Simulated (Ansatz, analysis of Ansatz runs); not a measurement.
# A hop of H in MgH2 (P4_2/mnm), charge +1, part 3 of 3

Aim: the barrier of one jump in MgH2 (P4_2/mnm) at charge +1: V_H hop (2.5 Å). The model is a cell of 72 host atoms with 1 H taken out; H is the atom that moves.

Ansatz 0.2.0; plane-wave PAW DFT, r2SCAN; nudged elastic band between two relaxed defect structures at fixed charge in a uniform background.

So far: Set-up; Relaxation of the start point, charge +1; Relaxation of the end point, charge +1; Nudged elastic band, charge +1.

### Step 4. Nudged elastic band, charge +1 (continued)

Track of the atom that was set to move:

```tsv
image	x (Å)	y (Å)	z (Å)	nearest neighbour	distance (Å)
0	5.284	3.686	4.496	Mg	1.88
1	5.054	3.915	4.496	Mg	1.811
2	4.776	4.193	4.496	Mg	1.74
3	4.48	4.489	4.497	Mg	1.713
4	4.185	4.784	4.496	Mg	1.74
5	3.908	5.062	4.496	Mg	1.811
6	3.677	5.292	4.497	Mg	1.88
```

The band met its tolerance of 0.05 eV/Å after 4 iterations, with image 3 on top (the start counts as 0). H47, which moves farthest between the ends, has 3 Mg at 1.88 to 2.04 Å nearest at the start and 2 Mg at 1.71 Å at the top.

### Step 5. Single point at the start point, r2SCAN, denser k-mesh

Three single points on a mesh of more k-points (start, top, end) test the sampling. The start is shown; top and end are run alike.

This step: plane-wave PAW DFT, r2SCAN; single point of a defect supercell on a structure of the r2SCAN path.

qp1.start.mesh/input.yaml reads:

```yaml
crystal:
  lattice:
    - [8.97000988, 0.0, 0.0]
    - [0.0, 8.97000988, 0.0]
    - [0.0, 0.0, 8.98962369]
  atoms:
    - { symbol: Mg, position: [0.24856859, 0.25015176, 0.16635515] }
    - { symbol: Mg, position: [0.00504199, -0.00510169, 0.00018357] }
[... 4 atom lines left out ...]
    - { symbol: Mg, position: [0.24736017, 0.25106152, 0.50019702] }
[... 1 atom line left out ...]
    - { symbol: H, position: [0.34793104, 0.35501453, 0.33621972] }
[... 5 atom lines left out ...]
    - { symbol: H, position: [0.3479489, 0.35499361, 0.66417031] }
[... 6 atom lines left out ...]
    - { symbol: H, position: [0.40627742, 0.5936455, 0.17057492] }
[... 10 atom lines left out ...]
    - { symbol: H, position: [0.40628058, 0.59363789, 0.82979737] }
[... 8 atom lines left out ...]
    - { symbol: Mg, position: [0.7500943, 0.24984882, 0.50019059] }
[... 4 atom lines left out ...]
    - { symbol: H, position: [0.5890269, 0.41097457, 0.50018714] }
[... 12 atom lines left out ...]
    - { symbol: Mg, position: [0.74886484, 0.75257545, 0.50019198] }
    - { symbol: Mg, position: [0.517561, 0.4823725, 0.31693955] }
[... 2 atom lines left out ...]
    - { symbol: H, position: [0.64489678, 0.6520372, 0.33621192] }
[... 2 atom lines left out ...]
    - { symbol: Mg, position: [0.51758351, 0.48236815, 0.68344503] }
[... 2 atom lines left out ...]
    - { symbol: H, position: [0.64492436, 0.65202651, 0.66417522] }
    - { symbol: H, position: [0.59651253, 0.90238591, 0.83212779] }
total_charge: 1
basis:
  ecutwfc: 500
  xc_grid: 2
hamiltonian:
  xc: r2scan
kpoints:
  mp_grid: { grid: [2, 2, 2], shift: [0.5, 0.5, 0.5] }
scf:
  occupations: { method: fixed }
  max_iter: 100
output:
  forces: true
  eigenvalues: true
checkpoint:
  write: "../qp1.start.mesh.run"
  compress: false
  write_wavefunctions: false
  write_every: 100000
```

Launch:

```console
$ ansatz run input.yaml --threads 4 --pin off --max-ram 7536MiB --backend cpu --events-out ev --progress --plain --runs-dir out
```

Numbers of over 12 decimals in the logs are rounded to 6 here.

What it wrote:

```text
[...]
Crystal: 71 atoms, lattice volume = 723.315 Å³
Basis set: ecut = 500 eV, 18333 PW (Γ), exchange–correlation on 144×144×144 points (8 copies of the dense FFT grid, shifted against one another)
Bands: 214, of which v1, the nominal top of the filled ones, is band 143 counted from 1 (142 counted from 0)
Symmetry: 1 space group operations
[...]
k-points: 4 of 8 (time reversal used)
[...]
SCF iter   1: F=—  HF=-47005.367529 eV  |F-HF|=—  |Δ(HF+E_count)|=         —  Δρ=1.38e-2  dr2=6.64e-1  dr2_τ=9.83e-2  ethr=1.77e-3  ⟨swp⟩=5.0  Hψ=2710  notcnv=0  defer=276
[...]
SCF iter   7: F=-47005.469412 eV  HF=-47005.469412 eV  |F-HF|=8.53e-9  |Δ(HF+E_count)|=   1.24e-7  Δρ=1.84e-6  dr2=2.14e-8  dr2_τ=4.08e-10  ethr=3.50e-11  ⟨swp⟩=11.5  Hψ=3242  notcnv=0
SCF 1 converged in 7 iterations: F = -47005.469412 eV  dr2 = 2.14e-8
[...]
SCF converged after 7 iterations
Free energy (F): -47005.469412 eV
[...]
Internal energy: -47005.469412 eV  (E = F + TS)
E sigma→0 (E₀):  -47005.469412 eV
Fermi energy:    1.596945 eV
[...]
--- Forces (eV/Å), atoms counted from 1 ---
  atom   1  Mg    -0.00057794    -0.00097169     0.00190468
  atom   2  Mg    -0.00677670     0.00681746    -0.00014615
  [... 4 atoms left out ...]
  atom   7  Mg    -0.00979504    -0.01290247    -0.00019310
  [... 1 atom left out ...]
  atom   9  H     -0.00734344     0.01758350    -0.00521570
  [... 5 atoms left out ...]
  atom  15  H     -0.00731176     0.01788287     0.00514540
  [... 26 atoms left out ...]
  atom  42  Mg     0.00544600    -0.00575893    -0.00014071
  [... 4 atoms left out ...]
  atom  47  H      0.02179985    -0.02227380     0.00007599
  [... 12 atoms left out ...]
  atom  60  Mg     0.01317993     0.00976889    -0.00015946
  atom  61  Mg     0.00660909    -0.00610029     0.01508915
  [... 2 atoms left out ...]
  atom  64  H     -0.01764085     0.00714686    -0.00518685
  [... 2 atoms left out ...]
  atom  67  Mg     0.00606630    -0.00614215    -0.01521057
  [... 2 atoms left out ...]
  atom  70  H     -0.01785530     0.00717929     0.00518111
  [... 1 atom left out ...]
  max |Σ_I F_I| component: 6.31e-3 eV/Å
--- Band table (eV) ---
[...]
[... further k-points left out ...]
```

Run time: 27 s. Hardware: 4 threads of Arm Neoverse V2, shared host; peak memory 3.6 GiB.

This step gave:

| Property | Result |
| --- | --- |
| free energy | -47005.4694 eV |

### Step 6. Barrier from single points, r2SCAN, denser k-mesh

Analysis of the runs above: barrier from r2SCAN single points on the r2SCAN path.

It gives:

```yaml
barrier_forward: 0.4077 eV
barrier_backward: 0.4077 eV
end_less_start: 1.57e-5 eV
```

This gives 0.408 eV against the band's 0.380 eV (backward 0.408 against 0.380 eV), so the sampling was enough for this path.

### Step 7. Single point at the top of the path, r2SCAN

A single point at the top of the band gives the levels near the gap and the populations there.

This step: plane-wave PAW DFT, r2SCAN; single point of a defect supercell on a structure of the r2SCAN path.

qp1.top.probe/input.yaml reads:

```yaml
crystal:
  lattice:
    - [8.97000988, 0.0, 0.0]
    - [0.0, 8.97000988, 0.0]
    - [0.0, 0.0, 8.98962369]
  atoms:
    - { symbol: Mg, position: [0.24737767, 0.24832815, 0.16633324] }
    - { symbol: Mg, position: [-0.00049533, 0.0004377, 0.00018424] }
[... 4 atom lines left out ...]
    - { symbol: Mg, position: [0.25042431, 0.25137808, 0.50018771] }
[... 1 atom line left out ...]
    - { symbol: H, position: [0.34671952, 0.34769004, 0.32848721] }
[... 5 atom lines left out ...]
    - { symbol: H, position: [0.34671942, 0.34768942, 0.67188886] }
[... 6 atom lines left out ...]
    - { symbol: H, position: [0.40018881, 0.59974417, 0.1598435] }
[... 18 atom lines left out ...]
    - { symbol: H, position: [0.59879331, 0.40115817, 0.15984913] }
[... 5 atom lines left out ...]
    - { symbol: H, position: [0.4994858, 0.50046533, 0.50019125] }
[... 5 atom lines left out ...]
    - { symbol: H, position: [0.59879379, 0.40115688, 0.84052934] }
[... 6 atom lines left out ...]
    - { symbol: Mg, position: [0.74855946, 0.7495128, 0.50018743] }
    - { symbol: Mg, position: [0.49948297, 0.50045244, 0.30959733] }
[... 2 atom lines left out ...]
    - { symbol: H, position: [0.65224367, 0.65322734, 0.32848484] }
[... 2 atom lines left out ...]
    - { symbol: Mg, position: [0.49948527, 0.50045296, 0.69078475] }
[... 2 atom lines left out ...]
    - { symbol: H, position: [0.65224489, 0.65322754, 0.67189149] }
    - { symbol: H, position: [0.5988289, 0.90531564, 0.8324666] }
total_charge: 1
basis:
  ecutwfc: 500
  xc_grid: 2
hamiltonian:
  xc: r2scan
kpoints:
  mp_grid: { grid: [1, 1, 1] }
scf:
  occupations: { method: fixed }
  max_iter: 100
output:
  forces: true
  eigenvalues: true
  eigenstates: { localisation: true }
  populations: true
  write_density: true
  write_potential: true
  volumetric_format: npy
  elf: true
checkpoint:
  write: "../qp1.top.probe.run"
  compress: false
  write_wavefunctions: false
  write_every: 100000
```

What it wrote:

```text
[...]
Warning: the atoms were moved onto the symmetric positions of the space group found under crystal.symmetry.tolerance 1.0e-5 (fractional; [...]
[...]
Crystal: 71 atoms, lattice volume = 723.315 Å³
Basis set: ecut = 500 eV, 18333 PW (Γ), exchange–correlation on 144×144×144 points (8 copies of the dense FFT grid, shifted against one another)
Bands: 214, of which v1, the nominal top of the filled ones, is band 143 counted from 1 (142 counted from 0)
Symmetry: 4 space group operations
[...]
k-points: 1
[...]
SCF iter   1: F=—  HF=-47004.021268 eV  |F-HF|=—  |Δ(HF+E_count)|=         —  Δρ=1.40e-2  dr2=6.77e-1  dr2_τ=1.07e-1  ethr=1.77e-3  ⟨swp⟩=5.0  Hψ=682  notcnv=0  defer=67
[...]
SCF iter   7: F=-47004.171995 eV  HF=-47004.171995 eV  |F-HF|=5.32e-9  |Δ(HF+E_count)|=   6.81e-8  Δρ=1.39e-6  dr2=1.22e-8  dr2_τ=1.92e-10  ethr=3.50e-11  ⟨swp⟩=25.0  Hψ=2097  notcnv=0
[...]
atom  60  Mg    -0.00689238    -0.00720210     0.00000000
  atom  61  Mg     0.00009013    -0.00009013    -0.02440825
  [... 2 atoms left out ...]
  atom  64  H      0.00431950     0.00407414    -0.00329178
  [... 2 atoms left out ...]
  atom  67  Mg     0.00009013    -0.00009013     0.02440825
  [... 2 atoms left out ...]
  atom  70  H      0.00431950     0.00407414     0.00329178
  [... 1 atom left out ...]
  max |Σ_I F_I| component: 8.57e-3 eV/Å
--- Band table (eV) ---
[...]
--- Löwdin populations: 71 sites ---
  site symbol       q [e]
     0     Mg      8.5151
     1     Mg      8.5119
[...]
6     Mg      8.5107
  [... 1 atom left out ...]
     8      H      1.7072
[...]
14      H      1.7072
[...]
40      H      1.7077
[...]
46      H      1.6872
  [... 12 atoms left out ...]
    59     Mg      8.5107
    60     Mg      8.5187
  [... 2 atoms left out ...]
    63      H      1.7072
  [... 2 atoms left out ...]
    66     Mg      8.5187
  [... 2 atoms left out ...]
    69      H      1.7072
  [... 1 atom left out ...]
  spilling = 0.005266 (of n_electrons = 286.000000)
[key lines of the parts left out:]
SCF converged after 7 iterations
Free energy (F): -47004.171995 eV
Fermi energy:    1.437843 eV
```

The job ended after 8 s (4 threads; peak memory 1.1 GiB; 30 s of CPU time).

Read from the output:

```yaml
free_energy: -47004.1720 eV
```

States next to the filling edge at the first k-point, on the run's own zero (eigenstates.tsv). The participation number counts the atoms that a state is spread over, of 71; bands count from 0.

```tsv
spin	band	energy (eV)	occupation	participation	largest share on	share
both	137	1.219	2.00	16.7	H27	0.08
both	138	1.226	2.00	16.5	H11	0.09
both	139	1.271	2.00	11.0	H38	0.15
both	140	1.312	2.00	20.1	H3	0.08
both	141	1.362	2.00	16.8	H4	0.08
both	142	1.438	2.00	12.9	H47	0.19
both	143	6.080	0.00	17.7	H47	0.18
both	144	6.912	0.00	58.1	H29	0.02
both	145	6.997	0.00	39.4	H47	0.07
both	146	7.380	0.00	51.9	Mg55	0.04
both	147	7.456	0.00	37.7	H45	0.06
```

Under r2SCAN at the zone centre alone, the highest filled state is spread over 13 of 71 atoms, and the lowest empty one, 4.64 eV above it, is spread over 18 of 71 atoms.

Valence electrons by atom (Löwdin), nearest atoms first, with the excess over far atoms of the same element, which can also hold differences between inequivalent host sites (the log counts sites from 0):

```tsv
atom	distance from the centre (Å)	electrons	excess
H47	0.01	1.687	-0.020
Mg61	1.71	8.519	0.007
Mg67	1.72	8.519	0.007
H64	2.48	1.707	0.000
H9	2.48	1.707	0.000
H70	2.48	1.707	0.000
H15	2.48	1.707	0.000
Mg60	3.16	8.511	-0.001
```

Valence density in the ab plane at fractional z = 0.500, through the centre, with atoms of Mg and H within 0.45 Å of it. It is the smooth field of the valence electrons, not physical close to the nuclei.

Values in e/Å³, 13 rows by 16 columns, each cell a mean:
```
 0  1  0  0  0  0  0  0  0  1  0  0  0  0  0  0
 0  1  0  0  0  0  0  0  0  1  1  0  0  0  0  0
 0  0  1 10  8  0  0  0  0  0  0  4  7  0  0  0
 0  0  0  6  5  0  0  0  0  0  0  7 11  1  0  0
 0  0  0  0  0  0  0  0  0  0  0  0  0  0  1  0
 0  0  0  0  0  0  0  0  0  0  0  0  0  0  1  0
 0  0  0  0  0  0  0  1  1  0  0  0  0  0  0  0
 0  1  1  0  0  0  0  0  0  0  0  0  0  0  0  0
 0  0  0  1  1  0  0  0  0  0  0  0  0  0  0  0
 0  0  0  8 15  1  0  0  0  0  0  4 15  2  0  0
 0  0  0  1  3  0  0  0  0  0  0  2  7  1  0  0
 0  0  0  0  0  0  1  0  0  0  0  0  0  0  1  1
 0  0  0  0  0  0  0  0  0  0  0  0  0  0  0  0
```
Columns run along a (9.0 Å), rows up along b (9.0 Å). Atoms in or near the plane, at fractional coordinates: Mg at (0.25, 0.25), H at (0.40, 0.10), H at (0.09, 0.40), Mg at (0.23, 0.77), H at (0.09, 0.91), Mg at (0.77, 0.23), H at (0.91, 0.09), H at (0.50, 0.50), Mg at (0.75, 0.75), H at (0.90, 0.60), H at (0.60, 0.91).

Electrostatic potential energy in the ab plane at fractional z = 0.500, through the centre, with atoms of Mg and H within 0.45 Å of it. With pseudopotentials it is smooth inside the atoms' cores, unlike the true potential.

Ten even steps from '0' (-53 eV) to '9' (7 eV), each cell a mean:
```
9989999999999999999999999
9736999999999964899999999
9747988899999964899999999
9998755789999998987789999
9998500379999999852268999
9998300279999999730037999
9998611489999999840048999
9999877789999999875578999
9999998999999999998898679
9999999999999999999998349
9999999999998899999999889
9999999999983599999999999
9999999999986799999999999
9857999999999999999999999
9736999999999999999999999
9989887789999999988889999
9999731378999999875368999
9998600058999999851016899
9998720168999999850016899
9999865689999999874257999
9999988897699999988788779
9999999995289999999998349
9999999998799999999999779
9999999999999999999999999
```
Columns run along a (9.0 Å; values clipped at the 3rd and 97th percentile), rows up along b (9.0 Å). Atoms in or near the plane, at fractional coordinates: Mg at (0.25, 0.25), H at (0.40, 0.10), H at (0.09, 0.40), Mg at (0.23, 0.77), H at (0.09, 0.91), Mg at (0.77, 0.23), H at (0.91, 0.09), H at (0.50, 0.50), Mg at (0.75, 0.75), H at (0.90, 0.60), H at (0.60, 0.91).

ELF in the ab plane at fractional z = 0.500, through the centre, with atoms of Mg and H within 0.45 Å of it. It is the smooth field of the valence electrons, not physical close to the nuclei.

Ten even steps from '0' (0.0) to '9' (1.0), each cell a mean:
```
5999830012323799971001221
8999950000015999983000002
9999810000005999971000002
7997212000003899720000001
2662233200001576213310000
0000332300000011033230000
0000133200000000023320352
3000000000000000002205998
6100000000244200000059999
6100000002799840000289999
4110000004999983000289999
2455300005999997100036875
5899830002899998200001222
8999961000489996100000002
9999940000036762000000003
8999500000000100000000001
3784033300000000002310000
0110132320000000023331000
0000033311541000013231142
2000012127995000002322798
5000000289997200000027999
6100000699998200000179999
4110000599996211000189999
2465300269973357520037985
```
Columns run along a (9.0 Å), rows up along b (9.0 Å). Atoms in or near the plane, at fractional coordinates: Mg at (0.25, 0.25), H at (0.40, 0.10), H at (0.09, 0.40), Mg at (0.23, 0.77), H at (0.09, 0.91), Mg at (0.77, 0.23), H at (0.91, 0.09), H at (0.50, 0.50), Mg at (0.75, 0.75), H at (0.90, 0.60), H at (0.60, 0.91).

The distance between the highest filled and the lowest empty level goes from 4.32 eV at the start to 4.64 eV at the top.

### Step 8. Summary of results

| Quantity | Value |
| --- | --- |
| barrier forward | 0.38 eV |
| barrier backward | 0.38 eV |
| end less start | 0.00 eV |
| hop length | 2.27 Å |
| band iterations, as the log counts them | 4 |
| barrier from single points, r2SCAN, denser k-mesh | 0.41 eV |

What this shows: The top of the band lies 0.38 eV above the start and 0.38 eV above the end, which are alike in energy and neighbours. For hydrogen, zero-point energy and tunnelling change the rate much, so no rate follows from this barrier alone. At the top H47 stands 1.71 Å from its nearest Mg, 0.17 Å closer than at the start. No image-charge correction is applied; it largely cancels along a path if the charge stays localised alike. Limits: periodic copies of the defect are only 9.0 Å apart.

[Logs are printed without paths, hosts, clocks, repeated set-up lines and the standing remarks that a program may print on its own settings, such as how far it seeks lower states.]

[Hosts, paths, dates, database ids (printed as entryN), source tags and the programs' standing remarks are cut or masked in the printed files.]
